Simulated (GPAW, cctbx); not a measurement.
# How far are the atoms of K2LiAlBr6 from free atoms?

Aim: compute the bonding part of the density of K2LiAlBr6, find which reflections carry it, and see how it biases an ordinary refinement.

The start was made by putting kin elements into a known structure type; the compound need not exist, or be stable, in this form. All numbers below are calculated.

**1. Find the equilibrium geometry**

The density hangs on the geometry, so cell and atoms are relaxed first, with the symmetry held. The cutoff is set higher than for the density because stress converges slowly with plane waves.

Settings: GPAW 26.7.0, PBE, 670 eV, 3×3×3 k-points, Fermi–Dirac width 0.05 eV, BFGS to 0.03 eV/Å.

```text
cell
1.0
     0.000000000    4.919500000    4.919500000
     4.919500000    0.000000000    4.919500000
     4.919500000    4.919500000    0.000000000
Br K Al Li
6 2 1 1
Direct
0.773100000 0.773100000 0.226900000
0.226900000 0.226900000 0.773100000
0.773100000 0.226900000 0.773100000
0.226900000 0.773100000 0.773100000
0.226900000 0.773100000 0.226900000
0.773100000 0.226900000 0.226900000
0.750000000 0.750000000 0.750000000
0.250000000 0.250000000 0.250000000
0.000000000 0.000000000 0.000000000
0.500000000 0.500000000 0.500000000
```

```console
$ OMP_NUM_THREADS=1 mpirun -n 4 gpaw python run.py > gpaw.log
```

```text
BFGS:    0      -28.788758        4.006024
BFGS:    1      -30.078685        2.549306
BFGS:    2      -31.249449        0.984417
BFGS:    3      -31.366229        0.821470
...
BFGS:    8      -31.984037        0.427187
BFGS:    9      -32.033747        0.137127
BFGS:   10      -32.038935        0.012301
cell  7.4784 7.4784 7.4784  60.00 60.00 60.00
volume 295.744 A^3, largest force 0.008 eV/A, largest stress 0.07 GPa
```

The cell moved far, while the k-mesh and basis were chosen for the start, so the final shape may be somewhat biased.

After 10 steps the volume has changed by +24.2 % and the energy by -3.250 eV; the largest stress left is 0.07 GPa. It took 2.9 min on 4 cores of AMD EPYC 7B13 (Zen 3) (shared host), peak memory 1.7 GiB.

Relaxed structure: Fm-3m (no. 225), a = 10.5761 Å, b = 10.5761 Å, c = 10.5761 Å, α = 90.00°, β = 90.00°, γ = 90.00°.

| atom | mult. | x | y | z |
| --- | --- | --- | --- | --- |
| Br1 | 24 | 0 | 0 | 0.7607 |
| K1 | 8 | 1/4 | 1/4 | 3/4 |
| Al1 | 4 | 0 | 0 | 0 |
| Li1 | 4 | 1/2 | 0 | 0 |

**2. Density and charge transfer**

X-rays see the whole electron density, so the PAW density is rebuilt with its core regions. Subtracting spherical free atoms from the same code cancels the cores and leaves the deformation density Δρ, the part due to bonding.

Settings: PBE, 550 eV, 3×3×3 k-points, Fermi–Dirac width 0.05 eV; primitive cell of 10 atoms.

```console
$ OMP_NUM_THREADS=1 mpirun -n 4 gpaw python run.py > gpaw.log
```

```text
|iter:   1|       0s |  -32.520667 | -0.51 |       |
|iter:   2|       1s |  -32.438747 | -2.47 | -1.28 |
|iter:   3|       3s |  -32.140776 | -2.15 | -1.32 |
...
|iter:   7|       7s |  -32.032783c| -6.39 | -3.38 |
|iter:   8|       8s |  -32.032786c| -7.41c| -3.93 |
|iter:   9|       9s |  -32.032786c| -7.75c| -4.75c|
```

```text
grid (84, 84, 84)  electrons 264.000  moved by bonding 1.549 e
deformation density beyond 0.5 A of the nuclei: max 0.090, min -0.076 e/A^3
atom        x       y       z   Voronoi charge  moment
Br1    0.7607  0.7607  0.2393     -0.164       0.00
Br2    0.2393  0.2393  0.7607     -0.164       0.00
Br3    0.7607  0.2393  0.7607     -0.164       0.00
Br4    0.2393  0.7607  0.7607     -0.164       0.00
Br5    0.2393  0.7607  0.2393     -0.164       0.00
Br6    0.7607  0.2393  0.2393     -0.164       0.00
K 7    0.7500  0.7500  0.7500      0.261       0.00
K 8    0.2500  0.2500  0.2500      0.261       0.00
Al9    0.0000  0.0000  0.0000      0.310       0.00
Li10   0.5000  0.5000  0.5000      0.149       0.00
mean inner potential of superposed free atoms 11.160 V
total magnetic moment 0.000 muB
```

Deformation density in a plane through the shortest contact of the Br atom at the origin, in 0.01 e/Å³ (clipped at ±99); x from -1.6 to 4.1 Å, y from 2.4 down to -2.4 Å:

```text
  2   0   0  -1  -1  -1   0   1   2   2   .   .  -1   3   2   0
  1   0   0   0   0   0   0   0   1   1  -3  -5  -2   1   1   0
  0   0   0   0   0   0   0   0   0   3   6   7   5   2   0   0
 -1   0   1   2   2   1   0   0   0   1   5   6   3   0   0   0
 -1   0   1   3   4   2   2   2  -1  -4  -4  -3  -4  -3   0   2
  0   1   0   0   .  -3   1   6   1  -6  -3   .  -5  -3   4   5
  0   1  -2  -1   .   .  -1   9   4  -4   .   .  -1  -2   7   7
  0   1   0   0   .  -3   1   6   1  -6  -3   .  -5  -4   4   5
 -1   0   1   3   4   2   2   2  -1  -4  -4  -3  -4  -3   0   2
 -1   0   1   2   2   1   0   0   0   1   5   6   3   0   0   0
  0   0   0   0   0   0   0   0   0   3   6   7   5   2   0   0
  1   0   0   0   0   0   0   0   1   1  -3  -5  -2   1   1   0
  2   0   0  -1  -1  -1   0   1   2   2   .   .  -1   3   2   0
```

Atoms in or within 0.15 Å of the plane: Br (0.0, 0.0), Al (2.5, 0.0) Å. Dots mark points within about 0.45 Å of a nucleus; large values next to them are atomic features.

Br gains most (-0.16 e) and Al loses most (+0.31 e); Br is the most electronegative element, but the order of the others doesn't follow electronegativity. Such charges fall far short of formal ones, since overlapping free atoms already put density on their neighbours. Along the shortest contact from the Br atom at the map's origin, Br–Al at 2.53 Å, Δρ is +0.08 e/Å³ at the midpoint and highest, +0.09, 1.14 Å from Br (points within 0.5 Å of a nucleus left out): a modest build-up. At the midpoints of other shortest contacts it is +0.01 (Br–Li, 2.76 Å) e/Å³. Point values carry grid noise of about 0.01 e/Å³. The run needed 9 iterations, 26 s.

**3. Structure factors**

The Fourier components of Δρ, added to those of the free atoms, give the static X-ray structure factors; the Mott–Bethe relation turns them into the Fourier components V of the potential that fast electrons feel.

```text
static structure factors of the conventional cell: F in electrons, V (Mott-Bethe) in volts
   h  k  l      d  |F| table  |F| free   |F| DFT   change   |V| free  |V| DFT  change %
   1  1  1  6.1061    90.697    90.768    90.694   -0.074     0.803    0.813      1.3
   0  2  0  5.2881   183.269   183.026   183.829    0.803     1.245    1.158     -7.0
   0  2  2  3.7392    67.182    67.051    69.018    1.967     0.438    0.545     24.3
   1  3  1  3.1888    16.503    16.600    16.184   -0.416     0.196    0.212      8.4
   2  2  2  3.0531   772.010   772.326   775.137    2.811     5.349    5.248     -1.9
   0  4  0  2.6440   826.449   826.984   827.942    0.959     5.932    5.906     -0.4
   1  3  3  2.4263    43.800    43.810    44.419    0.609     0.214    0.200     -6.5
   0  4  2  2.3649   147.811   147.898   147.664   -0.234     0.793    0.798      0.6
   2  4  2  2.1588    71.084    71.165    70.865   -0.301     0.039    0.034    -13.8
   3  3  3  2.0354    96.416    96.455    97.133    0.678     0.506    0.495     -2.2
   1  5  1  2.0354   123.274   123.306   123.215   -0.090     0.745    0.747      0.2
   0  4  4  1.8696   719.466   719.453   718.290   -1.163     4.286    4.302      0.4
   1  5  3  1.7877    64.767    64.731    64.437   -0.294     0.375    0.378      1.0
   2  4  4  1.7627   130.562   130.310   129.572   -0.739     0.532    0.540      1.7
```

The largest X-ray change is +2.81 e on 222, 0.4 % of |F|. For electrons V goes as (Z − F)/g², so a change of F counts against Z − F, which is small at low angle and wherever the atoms' terms cancel: |V| of 022 moves by +24.3 % (0.44 to 0.55 V) against +2.9 % in |F|. The last three rows still change by up to 1.16 e; the table stops while the angles are still low. The tabulated Hartree–Fock atoms differ from the free DFT atoms by up to 0.54 e, so the choice of reference atom matters too.

**4. The functional ladder**

The same geometry is run with other functionals, to see whether the bonding signal is larger than the spread between approximations. Free atoms are LDA for LDA and PBE otherwise; meta-GGAs and hybrids keep PBE cores. Any other changed setting is in the row's label.

| run | ΔF 222 (e) | ΔF 022 (e) | ΔF 044 (e) | q(Br) (e) | moved (e) | time |
| --- | --- | --- | --- | --- | --- | --- |
| PBE | +2.811 | +1.967 | -1.163 | -0.164 | 1.549 | 26 s |
| LDA | +2.406 | +1.849 | -1.122 | -0.153 | 1.409 | 28 s |
| r2SCAN | +3.229 | +2.317 | -1.341 | -0.187 | 1.739 | 42 s |

At the base's settings ΔF(222) spans +2.406 to +3.229 e, a spread of 29 % of the PBE value; over the three listed reflections the spread is at most 29 %, so the sign holds and the size hangs on the functional. Times are from shared hosts.

**5. Refining ordinary atoms against data with bonding**

Routine crystallography fits spherical atoms. To see the bias, intensities are simulated from tabulated atoms plus the DFT change ΔF, so that bonding alone can misfit (13634 reflections of the full sphere, merged to the counts below, to 0.45 Å, 1.5 % proportional noise plus counting noise, assumed isotropic U as listed, Δρ smeared by the mean U) and refined with cctbx over different ranges.

```csv
range,data,R1,GooF,U Br1 (true 0.0037),U K1 (true 0.0045),U Al1 (true 0.0051),U Li1 (true 0.0068),largest shift (Å),"Δρ max, min (e/Å³)"
all data,399,0.0034,1.07,0.0037,0.0045,0.0051,0.0075,0.0000,"0.14, -0.17"
"low resolution, d > 0.84",78,0.0033,1.35,0.0036,0.0045,0.0048,0.0072,0.0002,"0.13, -0.06"
"high order, d < 0.75",296,0.0036,0.96,0.0037,0.0045,0.0051,0.0074,0.0001,"0.15, -0.12"
"occupancies free, d > 0.7",127,0.0032,1.29,0.0036,0.0044,0.0051,0.0074,0.0001,"0.12, -0.11"
```

With all data GooF is 1.07, diluted by the many high-angle data; the misfit shows at low resolution; the top residual peak, near noise level, lies 0.48 Å from K and 3.37 Å from Br. No U is off by more than 3 s.u. at low resolution. With Br1 held at 1 and the scale free, the other occupancies refine to K1 0.999(0.002), Al1 1.000(0.004) and Li1 1.003(0.021), within three s.u. of full.

**6. Answer**

Bonding moves 1.55 e in the primitive cell of K2LiAlBr6 and changes the structure factors of the conventional cell in the table above by at most 2.81 e (222, 0.4 %), and among reflections above 2 % of the strongest by up to 2.9 % (022). The shortest bond, Br–Al, has Δρ = +0.08 e/Å³ at its midpoint. At the base's settings ΔF(222) spans +2.406 to +3.229 e, a spread of 29 % of the PBE value; over the three listed reflections the spread is at most 29 %, so the sign holds and the size hangs on the functional. With all data GooF is 1.07, diluted by the many high-angle data. Limits: static density, frozen cores, no spin–orbit coupling.

[Outputs are excerpts: Python notices, other lines and further rows are left out; steps that failed or that the build refused (PBEsol, TPSS) are not shown.]

[Logs are printed without paths, hosts, clocks, repeated set-up lines and the standing remarks that a program may print on its own settings, such as how far it seeks lower states.]
